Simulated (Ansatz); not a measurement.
# Zn3Sb4O6F6 (I-43m): the gap up the ladder of methods, part 2 of 2

What gap does each level of theory give for Zn3Sb4O6F6 (I-43m), and in what time?

Ansatz 0.2.0; density functionals, hybrids and G0W0, plane waves, PAW. Known limits of the many-body steps: finite bands, screening cutoff and k mesh; no spin-orbit coupling in G0W0; d shells not analysed.

So far. Step 4 (PBE on the 4×4×4 mesh): Over mesh and path the gap is 2.820 eV, from k = Γ to k = (0.500, -0.500, 0.500). The least direct gap found is 2.871 eV, at k = (0.500, -0.500, 0.500). The pressure in this cell is 5 GPa; the cell is kept. PBE against PBEsol: 2.820 − 2.725 = +0.095 eV, with the same mesh, files and cutoff, and both edges at the same k points. Step 5 (PBE+SOC on the 4×4×4 mesh): Over mesh and listed points the gap is 2.783 eV, from k = Γ to k = (0.500, -0.500, 0.500).

In doubt: masses and optical values from hybrid runs of this build are listed as unsure (step 10), which bears on the screening that GW takes from such a start.

## (6) r2SCAN on the 4×4×4 mesh

r2SCAN is a meta-GGA: it depends on the kinetic-energy density as well as on the density and its gradient.

This step: DFT, r2SCAN, plane waves, PAW; PAW set soft_1.

File input.yaml:

```yaml
crystal:
  lattice:
    - [-4.06455, 4.06455, 4.06455]
    - [4.06455, -4.06455, 4.06455]
    - [4.06455, 4.06455, -4.06455]
  atoms:
    - { symbol: Zn, position: [0.0, 0.5, 0.5] }
    - { symbol: Zn, position: [0.5, 0.0, 0.5] }
    - { symbol: Zn, position: [0.5, 0.5, 0.0] }
    - { symbol: Sb, position: [0.3263421628, 0.0, 0.0] }
    - { symbol: Sb, position: [0.0, 0.0, 0.3263421628] }
    - { symbol: Sb, position: [0.0, 0.3263421628, 0.0] }
    - { symbol: Sb, position: [0.6736578372, 0.6736578372, 0.6736578372] }
    - { symbol: O, position: [0.0, 0.7488176488, 0.7488176488] }
    - { symbol: O, position: [0.2511823512, 0.0, 0.2511823512] }
    - { symbol: O, position: [0.0, 0.2511823512, 0.2511823512] }
    - { symbol: O, position: [0.7488176488, 0.0, 0.7488176488] }
    - { symbol: O, position: [0.2511823512, 0.2511823512, 0.0] }
    - { symbol: O, position: [0.7488176488, 0.7488176488, 0.0] }
    - { symbol: F, position: [0.25, 0.75, 0.5] }
    - { symbol: F, position: [0.75, 0.25, 0.5] }
    - { symbol: F, position: [0.5, 0.25, 0.75] }
    - { symbol: F, position: [0.5, 0.75, 0.25] }
    - { symbol: F, position: [0.75, 0.5, 0.25] }
    - { symbol: F, position: [0.25, 0.5, 0.75] }
kpoints:
  mp_grid: { grid: [4, 4, 4] }
  band_path:
    path:
      - [0.0, 0.0, 0.0]
      - [0.5, -0.5, 0.5]
      - [0.0, 0.0, 0.5]
      - [0.25, 0.25, 0.25]
    npoints: 1
hamiltonian:
  xc: r2scan
  pseudopotentials: { kind: paw, azcp: { folder: soft_1 } }
scf:
  occupations: { method: fixed }
  n_extra_bands: 10
output:
  eigenvalues: true
  forces: true
  stress: true
```

Started as:

```console
$ ansatz run input.yaml --threads 2 --pin off --max-ram 92160MiB --backend cuda --events-out ev --progress --plain --runs-dir out --devices 1 --max-vram 13GiB
```

Numbers of over 12 decimals in the logs are rounded to 6 here.

Log:

```text
[...]
GPUs: using 1 of 1 available (devices: 1).
[...]
GPU FFT provider: cuFFT
GPU libraries: cuBLAS 13.8.2, cuFFT 12.4.0, cuSOLVER 12.3.4
Crystal: 19 atoms, lattice volume = 268.595 Å³
Basis set: ecut = 500 eV, 6819 PW (Γ), exchange–correlation on 216×216×216 points (64 copies of the dense FFT grid, shifted against one another)
[...]
k-point 0: bands = [... 83 lower, 5.2574, 5.7121, 5.8759, 5.8759, 10.4833, 10.4833, 11.1452, 11.1452, ... 6 higher]
  k-point 1: bands = [... 83 lower, 5.3147, 5.4762, 5.7039, 5.7500, 10.3154, 10.4298, 10.9451, 11.0744, ... 6 higher]
  k-point 2: bands = [... 83 lower, 5.1993, 5.2978, 5.3389, 5.6311, 10.1073, 10.3983, 10.7595, 11.0910, ... 6 higher]
  k-point 7: bands = [... 83 lower, 5.4103, 5.4103, 5.8206, 5.8206, 9.1633, 9.1633, 11.4679, 11.6387, ... 6 higher]
[key lines of the parts left out:]
SCF converged after 12 iterations
Free energy (F): -44248.436425 eV
Fermi energy:    5.875926 eV
P = ⅓ Tr σ = -0.0565 GPa (-0.565 kbar)
```

The job ended after 6.7 s (1 × NVIDIA H100 80GB HBM3 (shared by 6 runs) with 2 threads of AMD EPYC 7R13 (Zen 3), shared host; peak memory 1.4 GiB; 9 s of CPU time).

This step gave:

- pressure: -0.05650 GPa
- gap: 3.287 eV
- valence top at: Γ
- conduction bottom at: H
- least direct gap: 3.343 eV

Over mesh and listed points the gap is 3.287 eV, from k = Γ to k = (0.500, -0.500, 0.500). The least direct gap found is 3.343 eV, at k = (0.500, -0.500, 0.500). r2SCAN against PBE: 3.287 − 2.820 = +0.467 eV. The runs also differ in plane-wave cutoff (420 eV and 500 eV), so how much of this comes from the functional alone is not known.

## (7) HSE06 on the 4×4×4 mesh

HSE06 mixes in a quarter of exact exchange at short range.

This step: DFT, HSE06, plane waves, PAW; PAW set soft_1.

input.yaml: that of step 6 with these lines changed.

```diff
@@ -35,3 +35,3 @@
 hamiltonian:
-  xc: r2scan
+  xc: hse06
   pseudopotentials: { kind: paw, azcp: { folder: soft_1 } }
@@ -42,3 +42,5 @@
   eigenvalues: true
-  forces: true
-  stress: true
+  write_density: true
+  write_potential: true
+  elf: true
+  volumetric_format: npy
```

Log:

```text
[...]
GPUs: using 1 of 1 available (devices: 1).
[...]
davidson cushion auto → on  (no smearing: the cushion is to keep the highest requested band from converging to the state above it; pin scf.eigensolver.cushion to override)
[...]
GPU FFT provider: cuFFT
GPU libraries: cuBLAS 13.8.2, cuFFT 12.4.0, cuSOLVER 12.3.4
Crystal: 19 atoms, lattice volume = 268.595 Å³
Basis set: ecut = 420 eV, 5281 PW (Γ)
[...]
Fermi energy:    4.923084 eV
[...]
--- Band table (eV; the first three rows and the last of 8) ---
  k-point 0: bands = [... 83 lower, 4.7658, 4.7658, 4.7716, 4.7716, 10.7905, 10.7905, 11.4440, 11.4440, ... 6 higher]
  k-point 1: bands = [... 83 lower, 4.5622, 4.7014, 4.7040, 4.8222, 10.6086, 10.7297, 11.2347, 11.3740, ... 6 higher]
  k-point 2: bands = [... 83 lower, 4.3524, 4.6109, 4.6993, 4.8327, 10.3864, 10.6936, 11.0394, 11.3909, ... 6 higher]
  k-point 7: bands = [... 83 lower, 4.6605, 4.9231, 4.9231, 4.9231, 9.4126, 9.4126, 11.7517, 11.9627, ... 6 higher]
[key lines of the parts left out:]
Free energy (F): -44166.899697 eV
```

Run time: 96 s. Hardware: 1 × NVIDIA H100 80GB HBM3 (shared by 6 runs) with 2 threads; peak memory 2.3 GiB.

Numbers from this step:

```yaml
gap: 4.490 eV
valence_top_at: H
conduction_bottom_at: H
least_direct_gap: 4.490 eV
exact_exchange_fraction: 0.25
```

Over mesh and listed points the gap is 4.490 eV, direct, at k = (0.500, -0.500, 0.500). HSE06 against PBE: 4.490 − 2.820 = +1.670 eV. Mesh, set of files and cutoff are the same, but the valence top lies at another k point, so this need not be the shift of one pair of states.

## (8) PBE0 on the 4×4×4 mesh

PBE0 mixes in a quarter of exact exchange at all distances.

This step: DFT, PBE0, plane waves, PAW; PAW set soft_1.

input.yaml: that of step 7 with these lines changed.

```diff
@@ -35,3 +35,3 @@
 hamiltonian:
-  xc: hse06
+  xc: pbe0
   pseudopotentials: { kind: paw, azcp: { folder: soft_1 } }
@@ -42,5 +42 @@
   eigenvalues: true
-  write_density: true
-  write_potential: true
-  elf: true
-  volumetric_format: npy
```

Log:

```text
[...]
GPUs: using 1 of 1 available (devices: 1).
[...]
GPU FFT provider: cuFFT
GPU libraries: cuBLAS 13.8.2, cuFFT 12.4.0, cuSOLVER 12.3.4
Crystal: 19 atoms, lattice volume = 268.595 Å³
Basis set: ecut = 420 eV, 5281 PW (Γ)
Bands: 97, of which v1, the nominal top of the filled ones, is band 87 counted from 1 (86 counted from 0)
Symmetry: 24 space group operations
[...]
k-points: 8 of 64 (time reversal used)
[...]
Fermi energy:    4.541992 eV
[...]
--- Band table (eV; the first three rows and the last of 8) ---
  k-point 0: bands = [... 83 lower, 4.3699, 4.3820, 4.3820, 4.3820, 11.1509, 11.1509, 11.8068, 11.8068, ... 6 higher]
  k-point 1: bands = [... 83 lower, 4.1618, 4.3104, 4.3119, 4.4392, 10.9675, 11.0916, 11.5943, 11.7352, ... 6 higher]
  k-point 2: bands = [... 83 lower, 3.9559, 4.2157, 4.3105, 4.4495, 10.7417, 11.0572, 11.3958, 11.7520, ... 6 higher]
  k-point 7: bands = [... 83 lower, 4.2582, 4.5420, 4.5420, 4.5420, 9.7519, 9.7519, 12.0977, 12.3319, ... 6 higher]
[key lines of the parts left out:]
Free energy (F): -44165.197388 eV
```

It took 97 s on 1 × NVIDIA H100 80GB HBM3 (shared by 6 runs) with 2 threads; peak memory 2.3 GiB.

Numbers from this step:

```yaml
gap: 5.210 eV
valence_top_at: H
conduction_bottom_at: H
least_direct_gap: 5.210 eV
exact_exchange_fraction: 0.25
```

Over mesh and listed points the gap is 5.210 eV, direct, at k = (0.500, -0.500, 0.500). PBE0 against HSE06: 5.210 − 4.490 = +0.720 eV, with the same mesh, files and cutoff, and both edges at the same k points.

## (9) G0W0@PBE, 4×4×4 mesh, 1010 empty bands, screening to 140 eV, PAW set soft_1 files

G0W0 replaces the xc potential by a self-energy built once from the orbitals of the start. Levels are corrected in the window of bands that the input names, at points of the mesh.

This step: G0W0 on PBE, plane waves, PAW; PAW set soft_1.

input.yaml: that of step 8 with these lines changed.

```diff
@@ -27,11 +27,4 @@
   mp_grid: { grid: [4, 4, 4] }
-  band_path:
-    path:
-      - [0.0, 0.0, 0.0]
-      - [0.5, -0.5, 0.5]
-      - [0.0, 0.0, 0.5]
-      - [0.25, 0.25, 0.25]
-    npoints: 1
 hamiltonian:
-  xc: pbe0
+  xc: pbe
   pseudopotentials: { kind: paw, azcp: { folder: soft_1 } }
@@ -39,4 +32,7 @@
   occupations: { method: fixed }
-  n_extra_bands: 10
-output:
-  eigenvalues: true
+gw:
+  n_empty_bands: 1010
+  ecut_chi: 140.0
+  qp_bands: [v4, c4]
+  qp_kpoints: band_edges
+  screening: { model: contour_deformation }
```

Log:

```text
GPUs: using 1 of 1 available (devices: 1).
[...]
GPU FFT provider: cuFFT
GPU libraries: cuBLAS 13.8.2, cuFFT 12.4.0, cuSOLVER 12.3.4
Crystal: 19 atoms, lattice volume = 268.595 Å³
Basis set: ecut = 420 eV, 5281 PW (Γ)
Bands: 106, of which v1, the nominal top of the filled ones, is band 87 counted from 1 (86 counted from 0)
Symmetry: 24 space group operations
[...]
k-points: 8 of 64 (time reversal used)
[...]
0    91     11.0756   -11.4451    -3.5252   -15.8090  0.8048    11.9224    11.9143  root
[...]
7    88      9.1249    -9.3252    -3.4198   -13.3217  0.8254     9.7044     9.7016  root
     7    89      9.1249    -9.3252    -3.4198   -13.3217  0.8254     9.7044     9.7016  root
     7    90     11.3703   -10.2404    -3.5349   -14.4909  0.8162    12.0909    12.0858  root
     7    91     11.5182   -10.6523    -3.9487   -15.4722  0.8046    12.3995    12.3894  root
[key lines of the parts left out:]
SCF converged after 12 iterations
Free energy (F): -44152.187449 eV
Fermi energy:    6.305358 eV
```

The job ended after 1.9 min (1 × NVIDIA H100 80GB HBM3 (shared by 6 runs) with 2 threads; peak memory 4.1 GiB; 3.1 min of CPU time).

This step gave:

```
bands summed                                    : 1097
RPA ε∞ on this mesh (eigenvalues)               : 3.591, 3.591, 3.591
plane waves in the screening matrix             : 959
G0W0 gap over the corrected points              : 4.871 eV
k of the valence top                            : 0, 0, 0
k of the conduction bottom                      : -0.5, -0.5, -0.5
starting gap on the mesh                        : 2.820 eV
Z at the valence top                            : 0.7624
Z at the conduction bottom                      : 0.8254
least direct G0W0 gap over the corrected points : 4.902 eV
```

Over all 8 irreducible mesh points the G0W0 gap is 4.871 eV, from k = Γ to k = (-0.500, -0.500, -0.500). The PBE gap of this run on the mesh is 2.820 eV. The two states that bound the G0W0 gap lie that far apart at the start, so the correction of the gap is 4.871 − 2.820 = +2.051 eV.

## (10) G0W0@HSE06, 4×4×4 mesh, 1010 empty bands, screening to 140 eV, PAW set soft_1 files

This step: G0W0 on HSE06, plane waves, PAW; PAW set soft_1.

input.yaml: that of step 9 with these lines changed.

```diff
@@ -28,3 +28,3 @@
 hamiltonian:
-  xc: pbe
+  xc: hse06
   pseudopotentials: { kind: paw, azcp: { folder: soft_1 } }
```

Log:

```text
GPUs: using 1 of 1 available (devices: 1).
[...]
GPU FFT provider: cuFFT
GPU libraries: cuBLAS 13.8.2, cuFFT 12.4.0, cuSOLVER 12.3.4
Crystal: 19 atoms, lattice volume = 268.595 Å³
Basis set: ecut = 420 eV, 5281 PW (Γ)
Bands: 106, of which v1, the nominal top of the filled ones, is band 87 counted from 1 (86 counted from 0)
Symmetry: 24 space group operations
[...]
k-points: 8 of 64 (time reversal used)
[...]
0    90     11.4440   -10.7057    -3.3850   -14.8121  0.8374    12.1693    12.1654  root
     0    91     11.4440   -10.7057    -3.3850   -14.8121  0.8374    12.1693    12.1654  root
[...]
7    88      9.4127    -8.6702    -3.3160   -12.5123  0.8531     9.9404     9.9387  root
     7    89      9.4127    -8.6702    -3.3160   -12.5123  0.8531     9.9404     9.9387  root
     7    90     11.7517    -9.3160    -3.4103   -13.3105  0.8467    12.3381    12.3358  root
     7    91     11.9627   -10.1656    -3.7137   -14.5950  0.8367    12.6827    12.6784  root
[key lines of the parts left out:]
Free energy (F): -44166.899697 eV
Fermi energy:    4.923107 eV
```

Wall time 5.9 min (1 × NVIDIA H100 80GB HBM3 (shared by 6 runs) with 2 threads); peak memory 5 GiB; 8.1 min of CPU time.

Numbers from this step:

| Quantity | Value |
| --- | --- |
| bands summed | 1097 |
| RPA ε∞ on this mesh (eigenvalues) | 2.968, 2.968, 2.968 |
| plane waves in the screening matrix | 959 |
| G0W0 gap over the corrected points | 5.553 eV |
| k of the valence top | 0, 0, 0 |
| k of the conduction bottom | -0.5, -0.5, -0.5 |
| starting gap on the mesh | 4.490 eV |
| Z at the valence top | 0.7979 |
| Z at the conduction bottom | 0.8531 |
| least direct G0W0 gap over the corrected points | 5.592 eV |

Over all 8 irreducible mesh points the G0W0 gap is 5.553 eV, from k = Γ to k = (-0.500, -0.500, -0.500). The HSE06 gap of this run on the mesh is 4.490 eV. Other states bound it: the two that bound the G0W0 gap lie 4.641 eV apart in HSE06, so state for state the correction is 5.553 − 4.641 = +0.912 eV, while gap against gap it is 5.553 − 4.490 = +1.063 eV. G0W0@HSE06 against G0W0@PBE with 1097 bands: 5.553 − 4.871 = +0.682 eV, with the same mesh, files and cutoffs, and both edges at the same k points.

## (11) Gap and time by level

Each gap is the least one over the points named; times are wall times on shared hosts, not benchmarks. A G0W0 time includes the run's own self-consistent start. Runs with listed points see these and the mesh alone, so an edge that moves elsewhere is missed. Rows marked * are further runs, not shown as steps, whose inputs differ from the G0W0 step on the same start in the columns given; solver thresholds can differ too. Symmetry makes (0.500, -0.500, 0.500) and (-0.500, -0.500, -0.500) one point.

| level | mesh | files, cutoff | bands summed, screening | points | gap (eV) | valence top | conduction bottom | least direct gap (eV) | time |
| --- | --- | --- | --- | --- | --- | --- | --- | --- | --- |
| LDA | 4×4×4 | soft_1 PAW, 420 eV | - | mesh and listed points | 2.729 | Γ | (0.500, -0.500, 0.500) | 2.788 | 7.5 s |
| PBEsol | 4×4×4 | soft_1 PAW, 420 eV | - | mesh and listed points | 2.725 | Γ | (0.500, -0.500, 0.500) | 2.775 | 6.8 s |
| PBE | 4×4×4 | soft_1 PAW, 420 eV | - | mesh and path | 2.820 | Γ | (0.500, -0.500, 0.500) | 2.871 | 6.1 s |
| PBE+SOC | 4×4×4 | soft_1 PAW, 420 eV | - | mesh and listed points | 2.783 | Γ | (0.500, -0.500, 0.500) | 2.833 | 7.5 s |
| r2SCAN | 4×4×4 | soft_1 PAW, 500 eV | - | mesh and listed points | 3.287 | Γ | (0.500, -0.500, 0.500) | 3.343 | 6.7 s |
| HSE06 | 4×4×4 | soft_1 PAW, 420 eV | - | mesh and listed points | 4.490 | (0.500, -0.500, 0.500) | (0.500, -0.500, 0.500) | 4.490 | 96 s |
| PBE0 | 4×4×4 | soft_1 PAW, 420 eV | - | mesh and listed points | 5.210 | (0.500, -0.500, 0.500) | (0.500, -0.500, 0.500) | 5.210 | 97 s |
| G0W0@PBE* | 4×4×4 | soft_1 PAW, 420 eV | 253, 42 eV | all 8 irreducible mesh points | 4.868 | (-0.500, -0.500, -0.500) | (-0.500, -0.500, -0.500) | 4.868 | 27 s |
| G0W0@PBE* | 4×4×4 | soft_1 PAW, 420 eV | 556, 84 eV | all 8 irreducible mesh points | 4.808 | (-0.500, -0.500, -0.500) | (-0.500, -0.500, -0.500) | 4.808 | 44 s |
| G0W0@PBE | 4×4×4 | soft_1 PAW, 420 eV | 1097, 140 eV | all 8 irreducible mesh points | 4.871 | Γ | (-0.500, -0.500, -0.500) | 4.902 | 1.9 min |
| G0W0@PBE* | 2×2×2 | soft_1 PAW, 420 eV | 556, 84 eV | all 3 irreducible mesh points | 4.818 | (-0.500, -0.500, -0.500) | (-0.500, -0.500, -0.500) | 4.818 | 11 s |
| G0W0@HSE06 | 4×4×4 | soft_1 PAW, 420 eV | 1097, 140 eV | all 8 irreducible mesh points | 5.553 | Γ | (-0.500, -0.500, -0.500) | 5.592 | 5.9 min |

## (12) What came out

| Quantity | Value |
| --- | --- |
| LDA, over mesh and listed points | 2.729 eV |
| PBEsol, over mesh and listed points | 2.725 eV |
| PBE, over mesh and path | 2.820 eV |
| PBE+SOC, over mesh and listed points | 2.783 eV |
| r2SCAN, over mesh and listed points | 3.287 eV |
| HSE06, over mesh and listed points | 4.490 eV |
| PBE0, over mesh and listed points | 5.210 eV |
| G0W0@PBE (1097 bands, 4×4×4), over all 8 irreducible mesh points | 4.871 eV |
| G0W0@HSE06, over all 8 irreducible mesh points | 5.553 eV |
| known limits | finite bands, screening cutoff and k mesh; no spin-orbit coupling in G0W0; d shells not analysed |

What this shows: The rows run from 2.725 eV (PBEsol) to 5.553 eV (G0W0@HSE06). They differ in mesh, plane-wave cutoff, bands and screening cutoff of G0W0 and the points over which the gap was sought as well as in level, so only pairs that share these are like for like. PBEsol against LDA: 2.725 − 2.729 = −0.004 eV, with the same mesh, files and cutoff, and both edges at the same k points. PBE against PBEsol: 2.820 − 2.725 = +0.095 eV, with the same mesh, files and cutoff, and both edges at the same k points. PBE+SOC against PBE: 2.783 − 2.820 = −0.037 eV, with the same mesh, set of files (read in its fully relativistic form for the spin-orbit run) and cutoff, and both edges at the same k points. The spin-orbit run sees mesh and listed points alone, so its gap is an upper bound: the coupling can move an edge off these points, the more so as this crystal has no centre of inversion, and the change over the zone, its sign included where it is small, is not known. PBE0 against HSE06: 5.210 − 4.490 = +0.720 eV, with the same mesh, files and cutoff, and both edges at the same k points. G0W0@HSE06 against G0W0@PBE with 1097 bands: 5.553 − 4.871 = +0.682 eV, with the same mesh, files and cutoffs, and both edges at the same k points. G0W0@PBE (1097 bands, 4×4×4) moves the gap of its own start on the mesh by 4.871 − 2.820 = +2.051 eV, between the same two levels. Both edges that PBE shows over mesh and path lie at k points where levels were corrected. Levels at other points were not corrected, so a lower G0W0 gap elsewhere in the zone is not ruled out. G0W0@HSE06 moves the gap of its own start on the mesh by 5.553 − 4.490 = +1.063 eV, with other states at the edges (they lie 4.641 eV apart at the start). Both edges that HSE06 shows over mesh and listed points lie at k points where levels were corrected. G0W0 has the valence top at another k point than that. Levels at other points were not corrected, so a lower G0W0 gap elsewhere in the zone is not ruled out. What spin-orbit coupling does to the G0W0 levels was not computed, so no sum with the G0W0 gap is formed. For G0W0@PBE: from 253 bands and 42 eV to 1097 bands and 140 eV the gap moves by 4.871 − 4.868 = +0.003 eV (rung by rung 4.868, 4.808, 4.871 eV); bands and screening cutoff rise together, so their parts are not told apart. The states that bound the gap change along the series, so no limit is drawn and it is not known. The other G0W0 rows are shown at one basis each (1097 bands), so their distance from the limit is not known here. With the 2×2×2 mesh in place of the 4×4×4 mesh and all else as in the G0W0@PBE row with 556 bands, the gap differs by 4.818 − 4.808 = +0.010 eV, and that of the start by 2.820 − 2.820 = +0.000 eV. The G0W0 runs are scalar-relativistic. One-shot GW is known to converge slowly in bands for compounds with shallow d shells. The cell holds Zn; the filling of the d shell and its place against the gap were not analysed here. G0W0@PBE runs of this series with other atomic data on the same mesh, not shown as steps, give 4.888 eV (hard PAW, 1050 eV, 1608 bands, screening to 182 eV); where bands and cutoffs differ too, the part of the files is not isolated. Failed or unusable runs of this series, left out of the table: G0W0@PBE0 (4×4×4 mesh, soft_1 PAW files, 420 eV, 1010 empty bands) reached its time limit after 4.6 min.

[Paths, hosts, dates, memory and timing lines, banners, echoed tables and standing remarks are left out of the program output.]

[Logs are printed without paths, hosts, clocks, repeated set-up lines and the standing remarks that a program may print on its own settings, such as how far it seeks lower states.]

[Runs of the session that timed out or met a known fault of the program may be left out.]

[Cells called generated may have been cut or substituted from an entry of the Crystallography Open Database or the Materials Project.]

[Hosts, paths, dates, database ids (printed as entryN), source tags and the programs' standing remarks are cut or masked in the printed files.]

[Where an RPA ε∞ is given, it is that of the G0W0 mesh and is not shown converged in it. Names of k-points follow the symmetry that the program found, which can be lower than the space group named. Band edges on a path are those of the sampled points; other points can move an edge, and change direct to indirect where valleys lie close.]

[Hybrid gaps are those of their k-mesh and are not shown converged in it.]
